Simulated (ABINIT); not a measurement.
# BSbSe3 (Pm-3m): zone-centre phonons, part 2 of 3

Aim: the zone-centre modes of BSbSe3 (Pm-3m).

ABINIT 10.8.3; DFT LDA, scalar-relativistic, plane waves, HGH norm-conserving pseudopotentials.

So far. Step 4 (Relaxation): The volume changes by -0.7 % in this run and stands +7.7 % from the first cell. The relaxed cell has a = 4.474 Å (conventional setting).

The structure was built from a prototype and need not be the compound's stable phase.

## Step 6: Linear response at Γ

At q = 0 one unit cell holds all displacements. The response is solved for single atoms along the cell's directions, and symmetry skips those that follow from others. The crystal is treated as a metal, which screens a static field, so no field response is asked.

File dfpt_gamma.abi:

```

# common to the responses
getwfk_filepath "gso_WFK"
kptopt 2
nqpt 1
qpt 0.0 0.0 0.0
asr 0
chneut 0

# displacements
rfphon 1
rfatpol 1 5
rfdir 1 1 1
tolvrs 1.0d-10
prtwf 0

# basis, mesh and filling
ecut 49.0
ecutsm 3.0
ixc 7
ngkpt 6 6 6
nshiftk 1
shiftk 0.0 0.0 0.0
istwfk *1
occopt 7
tsmear 0.01
nband 20
nstep 100
diemac 1000000.0
prtebands 0
prtgsr 0
useylm 1

# cell and atoms
acell 3*1.0 Angstrom
rprim 
    4.474450655 0.0 0.0
    0.0 4.474450655 0.0
    0.0 0.0 4.474450655
ntypat 3
znucl 51 5 34
natom 5
typat 1 2 3 3 3
xred 
    0.0 0.0 0.0
    0.5 0.5 0.5
    0.5 0.5 0.0
    0.5 0.0 0.5
    0.0 0.5 0.5
pp_dirpath "./pseudo"
pseudos "Sb.hgh, B.hgh, Se.hgh"
```

The run is started by

```bash
$ OMP_NUM_THREADS=1 mpirun -n 4 abinit dfpt_gamma.abi > dfpt_gamma.log
```

Numbers of over 12 decimals in the logs are rounded to 6 here.

dfpt_gamma.abo, the main output file:

```text
[banners, grids, parts of the stress and lines that vanish by symmetry left out]
- input  file    -> dfpt_gamma.abi
- output file    -> dfpt_gamma.abo
- root for input  files -> dfpt_gammai
- root for output files -> dfpt_gammao

 Symmetries : space group Pm -3 m (#221); Bravais cP (primitive cubic)
================================================================================
 Values of the parameters that define the memory need of the present run (RF).
     intxc =       0      iscf =       7    lmnmax =      14     lnmax =       6
     mgfft =      54  mpssoang =       3    mqgrid =    3001     natom =       5
  nloc_mem =       1    nspden =       1   nspinor =       1    nsppol =       1
      nsym =      48    n1xccc =       0    ntypat =       3    occopt =       7
   xclevel =       1
-    mband =          20        mffmem =           1         mkmem =          28
-   mkqmem =          28        mk1mem =          28           mpw =        9952
      nfft =      157464          nkpt =         112
- my_mband =          20
================================================================================
================================================================================

--------------------------------------------------------------------------------
------------- Echo of variables that govern the present computation ------------
--------------------------------------------------------------------------------
-
- outvars: echo of selected default values
-   iomode0 =  0 , fftalg0 =312 , wfoptalg0 =  0
-
- outvars: echo of global parameters not present in the input file
-  max_nthreads =    1
-
 -outvars: echo values of preprocessed input variables
 [... echo left out ...]
================================================================================

 chkinp: Checking input parameters for consistency.

[...]
== DATASET  1 ==================================================================
-   mpi_nproc: 4, omp_nthreads: 1 (-1 if OMP is not activated)

--- !DatasetInfo
iteration_state: {dtset: 1, }
dimensions: {natom: 5, nkpt: 112, mband: 20, nsppol: 1, nspinor: 1, nspden: 1, mpw: 9952, }
cutoff_energies: {ecut:  49.0, pawecutdg:  -1.0, }
electrons: {nelect:   2.60000000E+01, charge:   0.00000000E+00, occopt:   7.00000000E+00, tsmear:   1.00000000E-02, }
meta: {optdriver: 1, rfphon: 1, }
...

 mkfilename: getwfk from: gso_WFK

 Exchange-correlation functional for the present dataset will be:
  LDA: Perdew-Wang 92 LSD fit to Ceperley-Alder data - ixc=7
 Citation for XC functional:
  J.P.Perdew and Y.Wang, PRB 45, 13244 (1992)

 Real(R)+Recip(G) space primitive vectors, cartesian coordinates (Bohr,Bohr^-1):
 R(1)=  8.4554863  0.0000000  0.0000000  G(1)=  0.1182664  0.0000000  0.0000000
 R(2)=  0.0000000  8.4554863  0.0000000  G(2)=  0.0000000  0.1182664  0.0000000
 R(3)=  0.0000000  0.0000000  8.4554863  G(3)=  0.0000000  0.0000000  0.1182664
 Unit cell volume ucvol=  6.0452710E+02 bohr^3
 Angles (23,13,12)=  9.00000000E+01  9.00000000E+01  9.00000000E+01 degrees
 setup1 : take into account q-point for computing boxcut.

 getcut: wavevector=  0.0000  0.0000  0.0000  ngfft=  54  54  54
         ecut(hartree)=     49.000   => boxcut(ratio)=   2.02671

--- Pseudopotential description ------------------------------------------------
- pspini: atom type   1  psp file is ./pseudo/Sb.hgh

- pspini: atom type   2  psp file is ./pseudo/B.hgh

- pspini: atom type   3  psp file is ./pseudo/Se.hgh

   1.59733280E+03                                ecore*ucvol(ha*bohr**3)
--------------------------------------------------------------------------------

 ==>  initialize data related to q vector <==

 The list of irreducible perturbations for this q vector is:
    1)    idir= 1    ipert=   1
    2)    idir= 1    ipert=   2
    3)    idir= 1    ipert=   3
    4)    idir= 3    ipert=   3

[...]
The perturbation idir=   2  ipert=   1 is
 symmetric of a previously calculated perturbation.
 So, its SCF calculation is not needed.

 The perturbation idir=   3  ipert=   1 is
 symmetric of a previously calculated perturbation.
 So, its SCF calculation is not needed.

 The perturbation idir=   2  ipert=   2 is
 symmetric of a previously calculated perturbation.
 So, its SCF calculation is not needed.

 The perturbation idir=   3  ipert=   2 is
 symmetric of a previously calculated perturbation.
 So, its SCF calculation is not needed.

[...]
The perturbation idir=   2  ipert=   5 is
 symmetric of a previously calculated perturbation.
 So, its SCF calculation is not needed.

 The perturbation idir=   3  ipert=   5 is
 symmetric of a previously calculated perturbation.
 So, its SCF calculation is not needed.

--------------------------------------------------------------------------------
 Perturbation wavevector (in red.coord.)   0.000000  0.000000  0.000000
 Perturbation : displacement of atom   1   along direction   1
 Found     8 symmetries that leave the perturbation invariant.

[...]
dfpt_looppert : total number of electrons, from k and k+q
  fully or partially occupied states are    2.600000E+01 and    2.600000E+01.
 Initialisation of the first-order wave-functions :
  ireadwf=   0

--- !BeginCycle
iteration_state: {dtset: 1, }
solver: {iscf: 7, nstep: 100, nline: 4, wfoptalg: 0, }
tolerances: {tolvrs: 1.00E-10, }
...

     iter   2DEtotal(Ha)        deltaE(Ha) residm    vres2
-ETOT  1   59.390155101729     -8.948E+01 1.068E+00 4.818E+05
 ETOT  2 -0.618667     -6.001E+01 2.556E-01 2.180E+03
 ETOT  3  -1.117318     -4.987E-01 7.398E-03 3.473E+02
 ETOT  4  -1.158432     -4.111E-02 3.013E-03 1.774E+00
 ETOT  5  -1.158640     -2.081E-04 1.273E-04 3.401E-03
[...]
At SCF step   11       vres2   =  3.62E-11 < tolvrs=  1.00E-10 =>converged.
[...]
Mean square residual over all n,k,spin=   11.738E-13; max=  52.540E-11

 Thirteen components of 2nd-order total energy (hartree) are
 1,2,3: 0th-order hamiltonian combined with 1st-order wavefunctions
     kin0=   1.26337213E+02 eigvalue=  -2.24629869E+00  local=  -2.69054779E+01
 4,5,6: 1st-order hamiltonian combined with 1st and 0th-order wfs
 loc psp =  -1.52905824E+02  Hartree=   2.86410457E+01     xc=  -1.32468841E+01
 note that "loc psp" includes a xc core correction that could be resolved
 7,8,9: eventually, occupation + non-local contributions
    edocc=   1.01982198E+01     enl0=   2.72518319E+01   enl1=  -1.47153475E+02
 1-9 gives the relaxation energy (to be shifted if some occ is /=2.0)
   erelax=  -1.50029650E+02
 10,11,12 Non-relaxation  contributions : frozen-wavefunctions and Ewald
 fr.local=   2.52992332E+01 fr.nonlo=   7.15554920E+01  Ewald=   5.20162834E+01
 13,14 Frozen wf xc core corrections (1) and (2)
 frxc 1  =   0.00000000E+00  frxc 2 =   0.00000000E+00
 Resulting in :
 2DEtotal=   -0.1158641093E+01 Ha. Also 2DEtotal=   -0.315282302912E+02 eV
    (2DErelax=   -1.5002964965E+02 Ha. 2DEnonrelax=    1.4887100856E+02 Ha)
    (  non-var. 2DEtotal :   -1.1586410965E+00 Ha)

[...]
Perturbation wavevector (in red.coord.)   0.000000  0.000000  0.000000
 Perturbation : displacement of atom   2   along direction   1
 Found     8 symmetries that leave the perturbation invariant.

[...]
dfpt_looppert : total number of electrons, from k and k+q
  fully or partially occupied states are    2.600000E+01 and    2.600000E+01.
 Initialisation of the first-order wave-functions :
  ireadwf=   0

--- !BeginCycle
iteration_state: {dtset: 1, }
solver: {iscf: 7, nstep: 100, nline: 4, wfoptalg: 0, }
tolerances: {tolvrs: 1.00E-10, }
...

     iter   2DEtotal(Ha)        deltaE(Ha) residm    vres2
-ETOT  1   87.721298437138     -2.271E+02 1.541E+00 5.925E+05
[...]
At SCF step   11       vres2   =  3.73E-11 < tolvrs=  1.00E-10 =>converged.
[...]
Mean square residual over all n,k,spin=   28.288E-13; max=  72.460E-11

 Thirteen components of 2nd-order total energy (hartree) are
 1,2,3: 0th-order hamiltonian combined with 1st-order wavefunctions
     kin0=   3.89587383E+02 eigvalue=  -6.30678740E+00  local=  -2.52694218E+02
 4,5,6: 1st-order hamiltonian combined with 1st and 0th-order wfs
 loc psp =  -7.69544251E+01  Hartree=   3.87080248E+01     xc=  -1.16812740E+01
 note that "loc psp" includes a xc core correction that could be resolved
 7,8,9: eventually, occupation + non-local contributions
    edocc=   1.37696259E+01     enl0=   1.46943133E+02   enl1=  -5.59697349E+02
 1-9 gives the relaxation energy (to be shifted if some occ is /=2.0)
   erelax=  -3.18325887E+02
 10,11,12 Non-relaxation  contributions : frozen-wavefunctions and Ewald
 fr.local=  -5.17595307E+00 fr.nonlo=   2.85818663E+02  Ewald=   3.41821291E+01
 13,14 Frozen wf xc core corrections (1) and (2)
 frxc 1  =   0.00000000E+00  frxc 2 =   0.00000000E+00
 Resulting in :
 2DEtotal=   -0.3501048193E+01 Ha. Also 2DEtotal=   -0.952683746364E+02 eV
    (2DErelax=   -3.1832588737E+02 Ha. 2DEnonrelax=    3.1482483917E+02 Ha)
    (  non-var. 2DEtotal :   -3.5010478945E+00 Ha)

[...]
Perturbation wavevector (in red.coord.)   0.000000  0.000000  0.000000
 Perturbation : displacement of atom   3   along direction   1
 Found     4 symmetries that leave the perturbation invariant.

[...]
dfpt_looppert : total number of electrons, from k and k+q
  fully or partially occupied states are    2.600000E+01 and    2.600000E+01.
 Initialisation of the first-order wave-functions :
  ireadwf=   0

--- !BeginCycle
iteration_state: {dtset: 1, }
solver: {iscf: 7, nstep: 100, nline: 4, wfoptalg: 0, }
tolerances: {tolvrs: 1.00E-10, }
...

     iter   2DEtotal(Ha)        deltaE(Ha) residm    vres2
-ETOT  1   214.65032889397     -2.068E+02 1.711E+00 1.538E+06
[...]
At SCF step   12       vres2   =  1.81E-11 < tolvrs=  1.00E-10 =>converged.
[...]
Mean square residual over all n,k,spin=   10.477E-13; max=  58.884E-11

 Thirteen components of 2nd-order total energy (hartree) are
 1,2,3: 0th-order hamiltonian combined with 1st-order wavefunctions
     kin0=   4.20486046E+02 eigvalue=  -7.39095237E+00  local=  -2.34224798E+02
 4,5,6: 1st-order hamiltonian combined with 1st and 0th-order wfs
 loc psp =  -1.94277432E+02  Hartree=   1.00696675E+02     xc=  -3.66295431E+01
 note that "loc psp" includes a xc core correction that could be resolved
 7,8,9: eventually, occupation + non-local contributions
    edocc=   1.85451300E+01     enl0=   1.59247389E+02   enl1=  -6.47182461E+02
 1-9 gives the relaxation energy (to be shifted if some occ is /=2.0)
   erelax=  -4.20729947E+02
 10,11,12 Non-relaxation  contributions : frozen-wavefunctions and Ewald
 fr.local=   7.09926354E+01 fr.nonlo=   3.26153695E+02  Ewald=   2.43526222E+01
 13,14 Frozen wf xc core corrections (1) and (2)
 frxc 1  =   0.00000000E+00  frxc 2 =   0.00000000E+00
 Resulting in :
 2DEtotal=    0.7690061715E+00 Ha. Also 2DEtotal=    0.209257239577E+02 eV
    (2DErelax=   -4.2072994662E+02 Ha. 2DEnonrelax=    4.2149895279E+02 Ha)
    (  non-var. 2DEtotal :    7.6900602773E-01 Ha)

[...]
Perturbation wavevector (in red.coord.)   0.000000  0.000000  0.000000
 Perturbation : displacement of atom   3   along direction   3
 Found     8 symmetries that leave the perturbation invariant.

--------------------------------------------------------------------------------

--------------------------------------------------------------------------------

 dfpt_looppert : total number of electrons, from k and k+q
  fully or partially occupied states are    2.600000E+01 and    2.600000E+01.
 Initialisation of the first-order wave-functions :
  ireadwf=   0

--- !BeginCycle
iteration_state: {dtset: 1, }
solver: {iscf: 7, nstep: 100, nline: 4, wfoptalg: 0, }
tolerances: {tolvrs: 1.00E-10, }
...

     iter   2DEtotal(Ha)        deltaE(Ha) residm    vres2
-ETOT  1   257.05554979634     -1.643E+02 1.238E+00 1.780E+06
[...]
ETOT 10   1.660480     -2.689E-11 2.114E-08 1.250E-08
 ETOT 11   1.660480     -1.666E-11 4.241E-09 3.221E-11

 At SCF step   11       vres2   =  3.22E-11 < tolvrs=  1.00E-10 =>converged.
[...]
Mean square residual over all n,k,spin=   99.790E-13; max=  42.409E-10

 Thirteen components of 2nd-order total energy (hartree) are
 1,2,3: 0th-order hamiltonian combined with 1st-order wavefunctions
     kin0=   4.06376301E+02 eigvalue=  -3.11023904E+00  local=  -2.16834006E+02
 4,5,6: 1st-order hamiltonian combined with 1st and 0th-order wfs
 loc psp =  -1.89392675E+02  Hartree=   1.03396732E+02     xc=  -3.52056132E+01
 note that "loc psp" includes a xc core correction that could be resolved
 7,8,9: eventually, occupation + non-local contributions
    edocc=   2.69968634E+01     enl0=   1.38035974E+02   enl1=  -6.49919350E+02
 1-9 gives the relaxation energy (to be shifted if some occ is /=2.0)
   erelax=  -4.19656012E+02
 10,11,12 Non-relaxation  contributions : frozen-wavefunctions and Ewald
 fr.local=  -2.33560786E+01 fr.nonlo=   3.15036272E+02  Ewald=   1.29636299E+02
 13,14 Frozen wf xc core corrections (1) and (2)
 frxc 1  =   0.00000000E+00  frxc 2 =   0.00000000E+00
 Resulting in :
 2DEtotal=    0.1660479933E+01 Ha. Also 2DEtotal=    0.451839608192E+02 eV
    (2DErelax=   -4.1965601200E+02 Ha. 2DEnonrelax=    4.2131649193E+02 Ha)
    (  non-var. 2DEtotal :    1.6604795027E+00 Ha)

[...]
---- first-order wavefunction calculations are completed ----

 ==> Compute Derivative Database <==

 [... matrices left out ...]
  Phonon wavevector (reduced coordinates) :  0.00000  0.00000  0.00000
 Phonon energies in Hartree :
  -1.640111E-03 -1.640111E-03 -1.640111E-03 -3.335357E-04 -3.335357E-04
  -3.335357E-04  1.809306E-05  1.809306E-05  1.809306E-05  1.806099E-04
   1.806099E-04  1.806099E-04  7.219676E-04  7.219676E-04  7.219676E-04
 Phonon frequencies in cm-1    :
- -3.599627E+02 -3.599627E+02 -3.599627E+02 -7.320262E+01 -7.320262E+01
- -7.320262E+01  3.970967E+00  3.970967E+00  3.970967E+00  3.963929E+01
-  3.963929E+01  3.963929E+01  1.584536E+02  1.584536E+02  1.584536E+02

== END DATASET(S) ==============================================================
================================================================================

 -outvars: echo values of variables after computation
            acell      1.8897261259E+00  1.8897261259E+00  1.8897261259E+00 Bohr
           etotal      1.6604799333E+00
            fcart      0.0000000000E+00  0.0000000000E+00  0.0000000000E+00
           strten      0.0000000000E+00  0.0000000000E+00  0.0000000000E+00
================================================================================
```

Wall time 5.8 min (4 MPI ranks of Arm Neoverse V1, shared host); 23 min of CPU time.

Numbers from this step:

```yaml
largest_acoustic_frequency_at_the_zone_centre_before_the_sum_rule: 3.97 cm⁻¹
highest_optical_zone_centre_mode_no_lo_to_term: 158.4 cm⁻¹
lowest_optical_zone_centre_mode: -360.0 cm⁻¹
```

The acoustic modes at Γ come out as far as 4.0 cm⁻¹ from zero, where they should vanish, a small numerical error. The lowest optical mode is imaginary, 360i cm⁻¹, an instability at this level and on this k mesh.

(Part 2 of 3 ends here.)

[Host names and launcher messages were left out of these logs when they were recorded.]

[Logs are printed without paths, hosts, clocks, repeated set-up lines and the standing remarks that a program may print on its own settings, such as how far it seeks lower states.]

[Hosts, paths, dates, database ids (printed as entryN), source tags and the programs' standing remarks are cut or masked in the printed files.]
